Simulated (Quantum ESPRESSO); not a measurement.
## How volume moves the moments of ZrFe2

How does volume change the magnetic state of ZrFe2?

Method: PBEsol; plane waves with GBRV 1.5 PBEsol potentials, no spin-orbit coupling, in Quantum ESPRESSO 7.5.

### Step 1. Set-up

It takes space group Fd-3m (No. 227, cubic). The conventional cell has a = 7.087 Å, b = 7.087 Å, c = 7.087 Å, α = 90.00°, β = 90.00°, γ = 90.00°. Zr has 12 Fe at 2.94 Å and 4 Zr at 3.07 Å nearest. Fe has 6 Fe at 2.51 Å and 6 Zr at 2.94 Å nearest. Farther neighbours are not listed.

Structure file:

```cif
data_structure
_symmetry_space_group_name_H-M 'Fd-3m:1'
_symmetry_Int_Tables_number 227
_cell_length_a 7.0870
_cell_length_b 7.0870
_cell_length_c 7.0870
_cell_angle_alpha 90.000
_cell_angle_beta 90.000
_cell_angle_gamma 90.000
_cell_volume 355.95
loop_
_atom_site_label
_atom_site_type_symbol
_atom_site_symmetry_multiplicity
_atom_site_Wyckoff_symbol
_atom_site_fract_x
_atom_site_fract_y
_atom_site_fract_z
_atom_site_occupancy
Zr1 Zr 8 b 0.00000 0.00000 0.50000 1
Fe1 Fe 16 c 0.12500 0.12500 0.12500 1
```

The cell comes from the Crystallography Open Database.

### Step 2. Volume 0.94, ferro ++++

All lengths scale alike; the factor is that of the volume. Atoms keep their fractional places. Seeded atoms are those given a starting moment.

pw.in

```
&CONTROL
  calculation = 'scf'
  prefix = 'pwscf'
  outdir = './tmp'
  pseudo_dir = './pseudo'
  disk_io = 'nowf'
  tprnfor = .true.
  tstress = .true.
/
&SYSTEM
  ibrav = 0
  celldm(1) = 8
  nat = 6
  ntyp = 2
  ecutwfc = 40
  ecutrho = 280
  nbnd = 62
  occupations = 'smearing'
  smearing = 'fd'
  degauss = 0.00367493
  nspin = 2
  starting_magnetization(1) = 0
  starting_magnetization(2) = 0.175
/
&ELECTRONS
  conv_thr = 1.2d-08
  electron_maxstep = 150
  mixing_beta = 0.3
/
ATOMIC_SPECIES
Zr     91.2240 zr_pbesol_v1.uspp.F.UPF
Fe     55.8450 fe_pbesol_v1.5.uspp.F.UPF
CELL_PARAMETERS alat
   0.0000000000000    0.8199435143633    0.8199435143633
   0.8199435143633    0.0000000000000    0.8199435143633
   0.8199435143633    0.8199435143633    0.0000000000000
ATOMIC_POSITIONS crystal
Zr      0.0000000000    0.0000000000    0.0000000000
Zr      0.2500000000    0.2500000000    0.2500000000
Fe      0.6250000000    0.6250000000    0.6250000000
Fe      0.1250000000    0.6250000000    0.6250000000
Fe      0.6250000000    0.6250000000    0.1250000000
Fe      0.6250000000    0.1250000000    0.6250000000
K_POINTS automatic
8 8 8 0 0 0
```

Started as:

```
$ OMP_NUM_THREADS=1 mpirun -n 4 pw.x -nk 4 -in pw.in > pw.out
```

The log of the run:

```text
Program PWSCF v.7.5 starts

     Message from routine setup:
     using ibrav=0 with symmetry is DISCOURAGED, use correct ibrav instead

     K-points division:     npool     =       4
     Subspace diagonalization in iterative solution of the eigenvalue problem:

     bravais-lattice index     =            0
     lattice parameter (alat)  =       8.0000  a.u.
     unit-cell volume          =     564.4842 (a.u.)^3
     number of atoms/cell      =            6
     number of atomic types    =            2
     number of electrons       =        88.00
     number of Kohn-Sham states=           62
     kinetic-energy cutoff     =      40.0000  Ry
     charge density cutoff     =     280.0000  Ry
     scf convergence threshold =      1.2E-08
     mixing beta               =       0.3000
     number of iterations used =            8  plain     mixing
     Exchange-correlation= SLA  PW   PSX  PSC
                           (   1   4  10   8   0   0   0)

     celldm(1)=   8.000000  celldm(2)=   0.000000  celldm(3)=   0.000000
     celldm(4)=   0.000000  celldm(5)=   0.000000  celldm(6)=   0.000000

     crystal axes: (cart. coord. in units of alat)
               a(1) = (   0.000000   0.819944   0.819944 )
               a(2) = (   0.819944   0.000000   0.819944 )
               a(3) = (   0.819944   0.819944   0.000000 )

     reciprocal axes: (cart. coord. in units 2 pi/alat)
               b(1) = ( -0.609798  0.609798  0.609798 )
               b(2) = (  0.609798 -0.609798  0.609798 )
               b(3) = (  0.609798  0.609798 -0.609798 )

     PseudoPot. # 1 for Zr read from file:
     zr_pbesol_v1.uspp.F.UPF
     Pseudo is Ultrasoft + core correction, Zval = 12.0

     PseudoPot. # 2 for Fe read from file:
     fe_pbesol_v1.5.uspp.F.UPF
     Pseudo is Ultrasoft + core correction, Zval = 16.0

     atomic species   valence    mass     pseudopotential
     Zr               12.00    91.22400     Zr( 1.00)
     Fe               16.00    55.84500     Fe( 1.00)

     Starting magnetic structure
     atomic species   magnetization
     Zr              0.000
     Fe              0.175

     48 Sym. Ops., with inversion, found (24 have fractional translation)

   Cartesian axes

     site n.     atom                  positions (alat units)
         1        Zr     tau(   1) = (   0.0000000   0.0000000   0.0000000  )
         2        Zr     tau(   2) = (   0.4099718   0.4099718   0.4099718  )
         3        Fe     tau(   3) = (   1.0249294   1.0249294   1.0249294  )
         4        Fe     tau(   4) = (   1.0249294   0.6149576   0.6149576  )
         5        Fe     tau(   5) = (   0.6149576   0.6149576   1.0249294  )
         6        Fe     tau(   6) = (   0.6149576   1.0249294   0.6149576  )

     number of k points=    29  Fermi-Dirac smearing, width (Ry)=  0.0037
                       cart. coord. in units 2pi/alat
        k(    1) = (   0.0000000   0.0000000   0.0000000), wk =   0.0019531
        k(    2) = (   0.0762248   0.0762248  -0.0762248), wk =   0.0156250
        k(    3) = (   0.1524495   0.1524495  -0.1524495), wk =   0.0156250
        k(    4) = (   0.2286743   0.2286743  -0.2286743), wk =   0.0156250
        k(    5) = (  -0.3048991  -0.3048991   0.3048991), wk =   0.0078125
        [... 24 further k-points ...]

     Dense  grid:    44735 G-vectors     FFT dimensions: (  60,  60,  60)

     Smooth grid:    19339 G-vectors     FFT dimensions: (  40,  40,  40)

     Check: negative core charge=   -0.000043
     Generating pointlists ...
     new r_m :   0.2804 (alat units)  2.2435 (a.u.) for type    1
     new r_m :   0.2392 (alat units)  1.9133 (a.u.) for type    2

     Initial potential from superposition of free atoms

     starting charge      83.9960, renormalised to      88.0000

     negative rho (up, down):  6.209E-02 6.217E-02
     Starting wfcs are   78 randomized atomic wfcs

     Self-consistent Calculation

     iteration #  1     ecut=    40.00 Ry     beta= 0.30
     Davidson diagonalization with overlap
     ethr =  1.00E-02,  avg # of iterations =  2.2

     negative rho (up, down):  6.100E-02 6.108E-02

     total energy              =   -1198.35946538 Ry
     estimated scf accuracy    <       4.63321202 Ry

     total magnetization       =     7.03 Bohr mag/cell
     absolute magnetization    =     8.17 Bohr mag/cell

     iteration #  2     ecut=    40.00 Ry     beta= 0.30
     Davidson diagonalization with overlap
     ethr =  5.27E-03,  avg # of iterations =  2.0

     negative rho (up, down):  6.085E-02 6.094E-02

     total energy              =   -1198.48186747 Ry
     estimated scf accuracy    <       5.80285666 Ry

     total magnetization       =     5.52 Bohr mag/cell
     absolute magnetization    =     6.98 Bohr mag/cell

     [... further iterations left out ...]

     iteration # 13     ecut=    40.00 Ry     beta= 0.30
     Davidson diagonalization with overlap
     ethr =  2.53E-11,  avg # of iterations =  2.6

     negative rho (up, down):  6.115E-02 6.065E-02

     total energy              =   -1199.18849521 Ry
     estimated scf accuracy    <       0.00000004 Ry

     total magnetization       =     6.06 Bohr mag/cell
     absolute magnetization    =     8.69 Bohr mag/cell

     iteration # 14     ecut=    40.00 Ry     beta= 0.30
     Davidson diagonalization with overlap
     ethr =  2.53E-11,  avg # of iterations =  1.7

     negative rho (up, down):  6.115E-02 6.065E-02

     Magnetic moment per site  (integrated on atomic sphere of radius R)
     atom   1 (R=0.280)  charge=  9.7369  magn= -0.3616
     atom   2 (R=0.280)  charge=  9.7369  magn= -0.3616
     atom   3 (R=0.239)  charge= 14.4225  magn=  1.8284
     atom   4 (R=0.239)  charge= 14.4225  magn=  1.8284
     atom   5 (R=0.239)  charge= 14.4225  magn=  1.8284
     atom   6 (R=0.239)  charge= 14.4225  magn=  1.8284

     End of self-consistent calculation

     [... lines left out ...]
     the Fermi energy is    17.8550 ev

!    total energy              =   -1199.18849523 Ry
     estimated scf accuracy    <          1.6E-09 Ry
     smearing contrib. (-TS)   =      -0.00247078 Ry
     internal energy E=F+TS    =   -1199.18602445 Ry

     The total energy is F=E-TS. E is the sum of the following terms:
     one-electron contribution =    -579.83724187 Ry
     hartree contribution      =     339.49538043 Ry
     xc contribution           =    -151.05516052 Ry
     ewald contribution        =    -807.78900250 Ry

     total magnetization       =     6.06 Bohr mag/cell
     absolute magnetization    =     8.69 Bohr mag/cell

     convergence has been achieved in  14 iterations

     negative rho (up, down):  6.115E-02 6.065E-02

     Forces acting on atoms (cartesian axes, Ry/au):

     atom    1 type  1   force =     0.00000000    0.00000000   -0.00000000
     atom    2 type  1   force =    -0.00000000   -0.00000000    0.00000000
     atom    3 type  2   force =    -0.00000000    0.00000000    0.00000000
     atom    4 type  2   force =    -0.00000000    0.00000000   -0.00000000
     atom    5 type  2   force =    -0.00000000   -0.00000000    0.00000000
     atom    6 type  2   force =     0.00000000   -0.00000000    0.00000000

     Total force =     0.000000     Total SCF correction =     0.000000

     Computing stress (Cartesian axis) and pressure

     negative rho (up, down):  6.115E-02 6.065E-02
          total   stress  (Ry/bohr**3)                   (kbar)     P=      -10.11
  -0.00006875   0.00000000  -0.00000000          -10.11        0.00       -0.00
   0.00000000  -0.00006875   0.00000000            0.00      -10.11        0.00
  -0.00000000  -0.00000000  -0.00006875           -0.00       -0.00      -10.11

=------------------------------------------------------------------------------=
   JOB DONE.
=------------------------------------------------------------------------------=
```

Elapsed: 51 s, on 4 MPI ranks of AMD EPYC 7R32 (Zen 2), shared host; peak memory 0.69 GiB.

Spin moment in the atom's sphere by atom:

```tsv
atom	spin moment in the atom's sphere (μB)
Zr1	-0.36
Zr2	-0.36
Fe3	1.83
Fe4	1.83
Fe5	1.83
Fe6	1.83
```

Numbers from this step:

| Item | Value |
| --- | --- |
| smearing term TS | 0.03362 eV |
| pressure | -1.011 GPa |
| magnetization | 6.063 μB |
| absolute magnetization | 8.693 μB |
| final state | ferrimagnetic |

### Step 3. Volume 0.94, antiferro ++--

pw.in, as its differences from that of step 2:

```diff
@@ -13,6 +13,6 @@
   nat = 6
-  ntyp = 2
+  ntyp = 3
   ecutwfc = 40
   ecutrho = 280
-  nbnd = 62
+  nbnd = 56
   occupations = 'smearing'
@@ -23,2 +23,3 @@
   starting_magnetization(2) = 0.175
+  starting_magnetization(3) = -0.175
 /
@@ -31,3 +32,4 @@
 Zr     91.2240 zr_pbesol_v1.uspp.F.UPF
-Fe     55.8450 fe_pbesol_v1.5.uspp.F.UPF
+Fe1    55.8450 fe_pbesol_v1.5.uspp.F.UPF
+Fe2    55.8450 fe_pbesol_v1.5.uspp.F.UPF
 CELL_PARAMETERS alat
@@ -39,6 +41,6 @@
 Zr      0.2500000000    0.2500000000    0.2500000000
-Fe      0.6250000000    0.6250000000    0.6250000000
-Fe      0.1250000000    0.6250000000    0.6250000000
-Fe      0.6250000000    0.6250000000    0.1250000000
-Fe      0.6250000000    0.1250000000    0.6250000000
+Fe1     0.6250000000    0.6250000000    0.6250000000
+Fe1     0.1250000000    0.6250000000    0.6250000000
+Fe2     0.6250000000    0.6250000000    0.1250000000
+Fe2     0.6250000000    0.1250000000    0.6250000000
 K_POINTS automatic
```

The log of the run:

```text
     [... lines left out ...]
Program PWSCF v.7.5 starts
     [... lines left out ...]
     number of atoms/cell      =            6
     [... lines left out ...]
     number of electrons       =        88.00
     number of Kohn-Sham states=           56
     kinetic-energy cutoff     =      40.0000  Ry
     charge density cutoff     =     280.0000  Ry
     scf convergence threshold =      1.2E-08
     [... lines left out ...]
      8 Sym. Ops., with inversion, found ( 4 have fractional translation)
     [... lines left out ...]
     number of k points=    95  Fermi-Dirac smearing, width (Ry)=  0.0037
     [... lines left out ...]
     iteration # 22     ecut=    40.00 Ry     beta= 0.30
     [... lines left out ...]
     Magnetic moment per site  (integrated on atomic sphere of radius R)
     atom   1 (R=0.280)  charge=  9.7314  magn= -0.0001
     atom   2 (R=0.280)  charge=  9.7314  magn= -0.0001
     atom   3 (R=0.239)  charge= 14.4330  magn=  0.9561
     atom   4 (R=0.239)  charge= 14.4330  magn=  0.9561
     atom   5 (R=0.239)  charge= 14.4331  magn= -0.9539
     atom   6 (R=0.239)  charge= 14.4331  magn= -0.9539
     [... lines left out ...]
     the Fermi energy is    17.7047 ev
!    total energy              =   -1199.15002346 Ry
     estimated scf accuracy    <          9.7E-09 Ry
     smearing contrib. (-TS)   =      -0.00589567 Ry
     [... lines left out ...]
     total magnetization       =     0.00 Bohr mag/cell
     absolute magnetization    =     4.11 Bohr mag/cell
     convergence has been achieved in  22 iterations
     [... lines left out ...]
     Total force =     0.000007     Total SCF correction =     0.000013
     [... lines left out ...]
          total   stress  (Ry/bohr**3)                   (kbar)     P=      -74.84
     [... lines left out ...]
```

Wall time 3.4 min (4 MPI ranks); peak memory 0.96 GiB; 13 min of CPU time.

Spin moment in the atom's sphere by atom:

```tsv
atom	spin moment in the atom's sphere (μB)
Zr1	0.000
Zr2	0.000
Fe3	0.956
Fe4	0.956
Fe5	-0.954
Fe6	-0.954
```

Read from the output:

```yaml
smearing_term_ts: 0.08021 eV
pressure: -7.484 GPa
magnetization: 0 μB
absolute_magnetization: 4.109 μB
final_state: antiferromagnetic
```

### Step 4. Volume 0.94, no spin polarisation

pw.in

```
&CONTROL
  calculation = 'scf'
  prefix = 'pwscf'
  outdir = './tmp'
  pseudo_dir = './pseudo'
  disk_io = 'nowf'
  tprnfor = .true.
  tstress = .true.
/
&SYSTEM
  ibrav = 0
  celldm(1) = 8
  nat = 6
  ntyp = 2
  ecutwfc = 40
  ecutrho = 280
  nbnd = 56
  occupations = 'smearing'
  smearing = 'fd'
  degauss = 0.00367493
/
&ELECTRONS
  conv_thr = 1.2d-08
  electron_maxstep = 150
  mixing_beta = 0.3
/
ATOMIC_SPECIES
Zr     91.2240 zr_pbesol_v1.uspp.F.UPF
Fe     55.8450 fe_pbesol_v1.5.uspp.F.UPF
CELL_PARAMETERS alat
   0.0000000000000    0.8199435143633    0.8199435143633
   0.8199435143633    0.0000000000000    0.8199435143633
   0.8199435143633    0.8199435143633    0.0000000000000
ATOMIC_POSITIONS crystal
Zr      0.0000000000    0.0000000000    0.0000000000
Zr      0.2500000000    0.2500000000    0.2500000000
Fe      0.6250000000    0.6250000000    0.6250000000
Fe      0.1250000000    0.6250000000    0.6250000000
Fe      0.6250000000    0.6250000000    0.1250000000
Fe      0.6250000000    0.1250000000    0.6250000000
K_POINTS automatic
8 8 8 0 0 0
```

The log of the run:

```text
     [... lines left out ...]
Program PWSCF v.7.5 starts
     [... lines left out ...]
     number of atoms/cell      =            6
     [... lines left out ...]
     number of electrons       =        88.00
     number of Kohn-Sham states=           56
     kinetic-energy cutoff     =      40.0000  Ry
     charge density cutoff     =     280.0000  Ry
     scf convergence threshold =      1.2E-08
     [... lines left out ...]
     48 Sym. Ops., with inversion, found (24 have fractional translation)
     [... lines left out ...]
     number of k points=    29  Fermi-Dirac smearing, width (Ry)=  0.0037
     [... lines left out ...]
     iteration # 12     ecut=    40.00 Ry     beta= 0.30
     [... lines left out ...]
     the Fermi energy is    17.6811 ev
!    total energy              =   -1199.14255770 Ry
     estimated scf accuracy    <          6.0E-09 Ry
     smearing contrib. (-TS)   =      -0.00663450 Ry
     [... lines left out ...]
     convergence has been achieved in  12 iterations
     [... lines left out ...]
     Total force =     0.000000     Total SCF correction =     0.000000
     [... lines left out ...]
          total   stress  (Ry/bohr**3)                   (kbar)     P=      -99.88
     [... lines left out ...]
```

Run time: 24 s. Hardware: 4 MPI ranks; peak memory 0.51 GiB.

Read from the output:

```
smearing term TS : 0.09027 eV
pressure         : -9.988 GPa
final state      : non-magnetic (no spin polarisation)
```

### Step 5. Volume 1.1, ferro ++++

pw.in, as its differences from that of step 4:

```diff
@@ -16,3 +16,3 @@
   ecutrho = 280
-  nbnd = 56
+  nbnd = 62
   occupations = 'smearing'
@@ -20,2 +20,5 @@
   degauss = 0.00367493
+  nspin = 2
+  starting_magnetization(1) = 0
+  starting_magnetization(2) = 0.175
 /
@@ -30,5 +33,5 @@
 CELL_PARAMETERS alat
-   0.0000000000000    0.8199435143633    0.8199435143633
-   0.8199435143633    0.0000000000000    0.8199435143633
-   0.8199435143633    0.8199435143633    0.0000000000000
+   0.0000000000000    0.8640500086158    0.8640500086158
+   0.8640500086158    0.0000000000000    0.8640500086158
+   0.8640500086158    0.8640500086158    0.0000000000000
 ATOMIC_POSITIONS crystal
```

The log of the run:

```text
     [... lines left out ...]
Program PWSCF v.7.5 starts
     [... lines left out ...]
     number of atoms/cell      =            6
     [... lines left out ...]
     number of electrons       =        88.00
     number of Kohn-Sham states=           62
     kinetic-energy cutoff     =      40.0000  Ry
     charge density cutoff     =     280.0000  Ry
     scf convergence threshold =      1.2E-08
     [... lines left out ...]
     48 Sym. Ops., with inversion, found (24 have fractional translation)
     [... lines left out ...]
     number of k points=    29  Fermi-Dirac smearing, width (Ry)=  0.0037
     [... lines left out ...]
     iteration # 14     ecut=    40.00 Ry     beta= 0.30
     [... lines left out ...]
     Magnetic moment per site  (integrated on atomic sphere of radius R)
     atom   1 (R=0.296)  charge=  9.8554  magn= -0.5751
     atom   2 (R=0.296)  charge=  9.8554  magn= -0.5751
     atom   3 (R=0.252)  charge= 14.5419  magn=  2.2711
     atom   4 (R=0.252)  charge= 14.5419  magn=  2.2711
     atom   5 (R=0.252)  charge= 14.5419  magn=  2.2711
     atom   6 (R=0.252)  charge= 14.5419  magn=  2.2711
     [... lines left out ...]
     the Fermi energy is    14.8736 ev
!    total energy              =   -1199.11413182 Ry
     estimated scf accuracy    <          5.4E-09 Ry
     smearing contrib. (-TS)   =      -0.00251817 Ry
     [... lines left out ...]
     total magnetization       =     7.06 Bohr mag/cell
     absolute magnetization    =    11.19 Bohr mag/cell
     convergence has been achieved in  14 iterations
     [... lines left out ...]
     Total force =     0.000000     Total SCF correction =     0.000000
     [... lines left out ...]
          total   stress  (Ry/bohr**3)                   (kbar)     P=     -190.04
     [... lines left out ...]
```

It took 58 s on 4 MPI ranks; peak memory 0.6 GiB; 3.8 min of CPU time.

This step gave:

| Item | Value |
| --- | --- |
| smearing term TS | 0.03426 eV |
| pressure | -19.00 GPa |
| magnetization | 7.059 μB |
| absolute magnetization | 11.19 μB |
| final state | ferrimagnetic |
| largest moment | 2.271 μB |

### Step 6. Trends

The runs not shown differ from these in the moved quantity alone.

Ferrimagnetic means that a moment over 0.15 μB on a transition or rare-earth metal, induced ones included, opposes the net moment. States, by row:

```tsv
volume	ferro ++++	antiferro ++--	no spin polarisation
0.94	ferrimagnetic	antiferromagnetic	non-magnetic
0.97	ferrimagnetic	antiferromagnetic	non-magnetic
1	ferrimagnetic	antiferromagnetic	non-magnetic
1.03	ferrimagnetic	antiferromagnetic	non-magnetic
1.06	ferrimagnetic	antiferromagnetic	non-magnetic
1.1	ferrimagnetic	antiferromagnetic	non-magnetic
```

Largest site moment against volume:

```tsv
volume (factor)	ferro ++++ (μB)	antiferro ++-- (μB)
0.9400	1.83	0.956
0.9700	1.91	1.11
1.0000	2.00	1.26
1.0300	2.09	1.41
1.0600	2.18	1.55
1.1000	2.27	1.73
```

Table of energy less that of the parallel start by volume; values in meV a seeded atom:

```tsv
volume (factor)	antiferro ++--	no spin polarisation
0.9400	131	156
0.9700	157	194
1.0000	181	232
1.0300	203	272
1.0600	223	313
1.1000	247	368
```

The energy over the lowest by volume; values in meV an atom:

```tsv
volume (factor)	ferro ++++	antiferro ++--	no spin polarisation
0.9400	0	87.2	104
0.9700	9.79	114	139
1.0000	31.9	152	187
1.0300	63.9	199	245
1.0600	104	253	312
1.1000	169	334	414
```

### Step 7. Summary of results

| Quantity | Value |
| --- | --- |
| moment, parallel start | 1.83 to 2.27 μB |
| states met from these starts | antiferromagnetic and ferrimagnetic |

In words: The moment of the parallel start goes from 1.83 μB at 0.94 to 2.27 μB at 1.1. The net moment of the cell goes from 6.06 to 7.06 μB. The radius of the spheres follows the nearest distance, so part of the change of the site moments is the spheres'. The largest moment of the start antiferro ++-- lies between 0.956 and 1.73 μB. The start antiferro ++-- lies over the parallel one at every finished point, by 131 to 247 meV a seeded atom.

[Logs and program files are shortened in this print: banners, set-up blocks, solver, clock and traceback lines can be left out without a mark of their own.]

[Logs are printed without paths, hosts, clocks, repeated set-up lines and the standing remarks that a program may print on its own settings, such as how far it seeks lower states.]

[Hosts, paths, dates, database ids (printed as entryN), source tags and the programs' standing remarks are cut or masked in the printed files.]

[Where a cell is said to come from a database of computed structures, the database is the Materials Project.]
